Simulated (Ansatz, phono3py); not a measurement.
# Heat carried by phonons in KI (Fm-3m), part 2 of 4

Aim: the lattice thermal conductivity of KI against temperature, and which phonons carry it.

Experimental results on record:
- thermal conductivity 2.6 W/m/K near room temperature (given in “Combining the AFLOW GIBBS and Elastic Libraries to efficiently and robustly screen thermo-mechanical properties of solids”, 2017, arXiv:1611.05714)
- thermal conductivity 2.6 W/m/K near room temperature (given in “Predicting the lattice thermal conductivity of solids by solving the Boltzmann transport equation: AFLOW - AAPL an automated, accurate and efficient framework”, 2017, arXiv:1611.05481)

Ansatz 0.2.0; DFT LDA, scalar-relativistic, plane waves, PAW.

So far. Step 2 (A first coarse run): The start is under -1.3 GPa at this level and looks like an insulator or semiconductor on this mesh. The relaxed cell has a = 6.823 Å (conventional setting).

## (4) A second relaxation

The relaxation is run once more from where the first one ended, as the script does after a large change of volume or of the gap, with mesh and occupations reviewed.

Contents of input.yaml:

```yaml
crystal:
  lattice:
    - [0.0, 3.4114960199, 3.4114960199]
    - [3.4114960199, 0.0, 3.4114960199]
    - [3.4114960199, 3.4114960199, 0.0]
  atoms:
    - { symbol: K, position: [0.0, 0.0, 0.0] }
    - { symbol: I, position: [0.5, 0.5, 0.5] }
kpoints:
  mp_grid: { grid: [6, 6, 6] }
hamiltonian:
  xc: lda
scf:
  occupations: { method: gaussian, width: 0.02 }
output:
  forces: true
  stress: true
  eigenvalues: true
  write_density: true
  write_potential: true
  elf: true
  volumetric_format: npy
relax:
  adjacent_minimum: "off"
  f_tol: 0.005
  max_steps: 80
  cell: { stress_tol: 0.05 }
```

Command:

```bash
$ ansatz run input.yaml --threads 4 --pin off --max-ram 16384MiB --backend cpu --events-out ev --progress --plain --runs-dir out
```

Numbers of over 12 decimals in the logs are rounded to 6 here.

The program printed:

```text
[...]
Crystal: 2 atoms, lattice volume = 79.408 Å³
Basis set: ecut = 420 eV, 1471 PW (Γ)
Bands: 17, of which v1, the nominal top of the filled ones, is band 13 counted from 1 (12 counted from 0)
Symmetry: 48 space group operations
[...]
k-points: 16 of 216
[...]
SCF iter   1: F=—  HF=-8855.100034 eV  |F-HF|=—  |Δ(HF+E_count)|=         —  Δρ=4.66e-3  dr2=8.17e-3  ethr=1.77e-3  ⟨swp⟩=7.2  Hψ=1632  notcnv=0
[...]
SCF iter   6: F=-8855.097118 eV  HF=-8855.097118 eV  |F-HF|=1.67e-10  |Δ(HF+E_count)|=   1.77e-8  Δρ=2.01e-6  dr2=9.25e-10  ethr=1.98e-10  ⟨swp⟩=6.9  Hψ=1913  notcnv=0
SCF 1 converged in 6 iterations: F = -8855.097118 eV  dr2 = 9.25e-10
[...]
relax step   1: F+E_penalty+E_count = -8855.09711844 eV  Δ(F+E_penalty+E_count) = +0.000e0 eV  max|allowed force component| = 3.287e-29 eV/Å  Δτ_max = 0.0000 Å  P = -0.038 GPa  Ω = 79.408 Å³  (6 SCF iters, dr2 threshold 1.00e-7 eV, accepted)
[...]
SCF iter   1: F=—  HF=-8855.097118 eV  |F-HF|=—  |Δ(HF+E_count)|=         —  Δρ=2.33e-6  dr2=1.26e-9  ethr=6.99e-7  ⟨swp⟩=3.0  Hψ=2334  notcnv=0
eigensolver tolerance schedule: the retry pair's looser diagonalisation over-reported the residual by 144654.59 of it (diagonalisation noise at an unbounded share of the residual, at the tolerance the schedule requests for it); recorded, not acted on — ethr = c·dr2/N_el stays at c = 1.0e-1
[...]
SCF iter   2: F=—  HF=-8855.097118 eV  |F-HF|=—  |Δ(HF+E_count)|=   2.10e-7  Δρ=9.16e-7  dr2=6.93e-10  ethr=4.83e-12  ⟨swp⟩=3.4  Hψ=712  notcnv=0
[...]
SCF iter   4: F=-8855.097118 eV  HF=-8855.097118 eV  |F-HF|=0.00e0  |Δ(HF+E_count)|=  3.46e-11  Δρ=1.08e-7  dr2=4.60e-12  ethr=1.00e-12  ⟨swp⟩=7.1  Hψ=1414  notcnv=0
SCF 2 converged in 4 iterations: F = -8855.097118 eV  dr2 = 4.60e-12
relax step   2: F+E_penalty+E_count = -8855.09711844 eV  Δ(F+E_penalty+E_count) = -8.185e-11 eV  max|allowed force component| = 3.556e-29 eV/Å  Δτ_max = 0.0000 Å  P = -0.038 GPa  Ω = 79.408 Å³  stress off target by 3.84e-2 GPa  SCF on the basis re-selected at this cell (its energy is not comparable with the rows above)  (4 SCF iters)
basis re-selected at this cell: Δ(F+E_penalty+E_count) = -8.185e-11 eV, ΔP = -0.000 GPa vs the last step (what re-selecting the basis moved, of the pressure what is left beyond the Pulay correction that the steps carried, after the strain that the cell walked since its last selection, with what the two solves' SCF thresholds leave and, on support functions, any second-order correction that the steps lacked; it is no  [...]
SCF converged after 4 iterations
Free energy (F): -8855.097118 eV
[...]
Internal energy: -8855.097118 eV  (E = F + TS)
E sigma→0 (E₀):  -8855.097118 eV
Fermi energy:    4.810174 eV
[...]
--- Stress (GPa, compression-positive) ---
       -0.038389      -0.000000      -0.000000
        0.000000      -0.038389       0.000000
        0.000000      -0.000000      -0.038389
  P = ⅓ Tr σ = -0.0384 GPa (-0.384 kbar)
--- Band table (eV; the first three rows and the last of 16) ---
  k-point 0: bands = [... 9 lower, -7.9116, 2.8787, 2.8787, 2.8787, 6.7415, 9.1180, 9.1180, 9.1180]
  k-point 1: bands = [... 9 lower, -7.7683, 2.3414, 2.7541, 2.7541, 7.4447, 9.0654, 9.4424, 9.4424]
  k-point 2: bands = [... 9 lower, -7.5280, 1.5541, 2.5282, 2.5282, 8.1001, 9.9320, 10.2473, 10.2473]
  k-point 15: bands = [... 9 lower, -7.6210, 1.8190, 2.1883, 2.1888, 8.2396, 9.3052, 10.2348, 11.3240]
--- Relaxed structure (1 steps of the walk, 1 accepted, 1 SCFs on fresh bases) ---
[...]
cell:  # Å, volume = 79.4081 Å³
    - [0.0, 3.4114960199, 3.4114960199]
    - [3.4114960199, 0.0, 3.4114960199]
    - [3.4114960199, 3.4114960199, 0.0]
  atoms:
    - { symbol: K, position: [0.0, 0.0, 0.0] }
    - { symbol: I, position: [0.5, 0.5, 0.5] }
```

Wall time 1.3 s (4 threads of Arm Neoverse V1, shared host); peak memory 0.34 GiB; 4 s of CPU time.

Little changed from the start: no atom moved by 0.005 Å and no cell edge by 0.1 %.

Valence density in the ac plane of the conventional cell at fractional y = 0.000, with atoms of K and I within 0.2 Å of it. It is the smooth field of the valence electrons, not physical close to the nuclei.

Ten steps, logarithmic in the rise over the least value, from '0' (0 e/Å³) to '9' (17 e/Å³), each cell a mean:
```
6641012479863100256
5420002356642100135
3210001233321000012
0000000112110000000
0000000000000000000
1110000000000000011
3321000122210000123
6531000245531001246
9742101466652001368
9842101467652002369
8632101356642001357
4321000134421001234
2210000011100000122
1100000000000000001
0000000011100000000
1100000122211000001
4310001234432100124
6531012368753100246
7641012489963100356
```
Columns run along a (6.8 Å), rows up along c (6.8 Å), edges of the conventional cell, whose origin can differ from the input's. Atoms in or near the plane, at fractional coordinates: K at (0.00, 0.00), K at (0.50, 0.50), I at (0.50, 0.00), I at (0.00, 0.50).

Electrostatic potential energy in the ac plane of the conventional cell at fractional y = 0.000, with atoms of K and I within 0.2 Å of it. With pseudopotentials it is smooth inside the atoms' cores, unlike the true potential.

Ten even steps from '_' (-38 eV) to '@' (8 eV), each cell a mean:
```
__..++%%@@@@%%++##@@@@++**@@@@@@##--__
::==##@@@@@@%%**++**++++##@@@@@@%%**--
##%%@@@@@@@@@@%%##****##@@@@@@@@@@%%##
@@@@@@@@@@@@@@@@@@%%@@@@@@@@@@@@@@@@@@
@@@@@@@@@@@@@@@@@@@@@@@@@@@@@@@@@@@@@@
@@@@@@@@@@@@@@@@@@@@@@@@@@@@@@@@@@@@@@
**##%%@@@@@@@@@@%%####%%@@@@@@@@@@##**
**++**%%@@@@@@##==::--**%%@@@@@@##++++
@@##++%%@@@@%%++..____--##@@@@@@**++@@
@@%%++##@@@@%%++______::##@@@@%%****@@
%%**++%%@@@@%%**::__..==%%@@@@@@##++##
++++##@@@@@@@@%%**++++##@@@@@@@@%%**++
##%%@@@@@@@@@@@@%%%%%%@@@@@@@@@@@@%%%%
@@@@@@@@@@@@@@@@@@@@@@@@@@@@@@@@@@@@@@
@@@@@@@@@@@@@@@@@@@@@@@@@@@@@@@@@@@@@@
%%%%@@@@@@@@@@@@%%##%%%%@@@@@@@@@@@@%%
++**%%@@@@@@@@##++++++**%%@@@@@@@@##++
__::**%%@@@@%%++**%%##++##@@@@@@%%==..
____++%%@@@@##++%%@@@@****@@@@@@##::__
```
Columns run along a (6.8 Å; values clipped at the 3rd and 97th percentile), rows up along c (6.8 Å), edges of the conventional cell, whose origin can differ from the input's. Atoms in or near the plane, at fractional coordinates: K at (0.00, 0.00), K at (0.50, 0.50), I at (0.50, 0.00), I at (0.00, 0.50).

ELF in the ac plane of the conventional cell at fractional y = 0.000, with atoms of K and I within 0.2 Å of it. It is the smooth field of the valence electrons, not physical close to the nuclei.

Ten even steps from '_' (0.02) to '@' (0.86), each cell a mean:
```
%%@@%%--..**%%##==::--**%%%%--..**@@@@
@@@@**..__**%%##**++**##%%%%::__==%%@@
##++::____==%%%%%%####%%%%**..__..==**
..________::++##%%%%%%%%**--________..
--::::..____..::--------::______..::--
%%%%##++::________..__________--**%%%%
##%%%%%%==____::++****==..__::**%%%%%%
++**##%%++__..**@@@@@@%%==__--%%%%##**
--==##%%**__--@@@@%%@@@@**__--%%##**--
----##%%**__--@@@@##%%@@**..--%%##++::
--++##%%**__::%%@@@@@@@@++__--%%%%**==
**##%%%%++__..++%%@@@@**::__::##%%####
%%%%%%##--____..::----..____..++%%%%%%
****++--______________________::==****
....________--++******++==::________..
--::______--##%%%%%%%%%%%%++..____..--
@@%%==____++%%%%########%%##::__::**%%
@@@@%%::..**%%##++--==**%%%%::__++@@@@
##@@@@--..**%%**------++##%%--..##@@%%
```
Columns run along a (6.8 Å), rows up along c (6.8 Å), edges of the conventional cell, whose origin can differ from the input's. Atoms in or near the plane, at fractional coordinates: K at (0.00, 0.00), K at (0.50, 0.50), I at (0.50, 0.00), I at (0.00, 0.50).

## (5) Tight relaxation

The thresholds are tightened for a last relaxation ahead of the phonons, and where mesh or smearing change with them the cell follows.

input.yaml, the sections that differ from step 4:

```yaml
scf:
  occupations: { method: fixed }
output:
  forces: true
  stress: true
  eigenvalues: true
relax:
  adjacent_minimum: "off"
  f_tol: 0.001
  max_steps: 60
  cell: { stress_tol: 0.01 }
# crystal, kpoints, hamiltonian: as in step 4
```

The program printed:

```text
[...]
Crystal: 2 atoms, lattice volume = 79.408 Å³
Basis set: ecut = 420 eV, 1471 PW (Γ)
Bands: 17, of which v1, the nominal top of the filled ones, is band 13 counted from 1 (12 counted from 0)
Symmetry: 48 space group operations
[...]
k-points: 16 of 216
[...]
k-point 15: bands = [... 9 lower, -7.6010, 1.8371, 2.2071, 2.2080, 8.2590, 9.3338, 10.2604, 11.3545]
--- Relaxed structure (3 steps of the walk, 3 accepted, 1 SCFs on fresh bases) ---
[...]
cell:  # Å, volume = 79.2158 Å³
    - [0, 3.408740, 3.408740]
    - [3.408740, 0, 3.408740]
    - [3.408740, 3.408740, 0]
  atoms:
    - { symbol: K, position: [0, 0, 0] }
    - { symbol: I, position: [0.5, 0.5, 0.5] }
[key lines of the parts left out:]
SCF converged after 6 iterations
Free energy (F): -8855.097139 eV
Fermi energy:    2.900496 eV
P = ⅓ Tr σ = 0.0002 GPa (0.002 kbar)
```

The job ended after 2.7 s (4 threads; peak memory 0.34 GiB).

Little changed from the start: no atom moved by 0.005 Å and no cell edge by 0.1 %.

This step gave:

- pressure: 2.07e-4 GPa
- gap on the k-mesh: 3.869 eV
- volume per atom: 39.61 Å³

The residual pressure is 2.1e-4 GPa, small enough for phonons.

[end of part 2 of 4]

[Logs are printed without paths, hosts, clocks, repeated set-up lines and the standing remarks that a program may print on its own settings, such as how far it seeks lower states.]

[Hosts, paths, dates, database ids (printed as entryN), source tags and the programs' standing remarks are cut or masked in the printed files.]

[A step with changed settings may run another functional than the one named; its input shows which.]
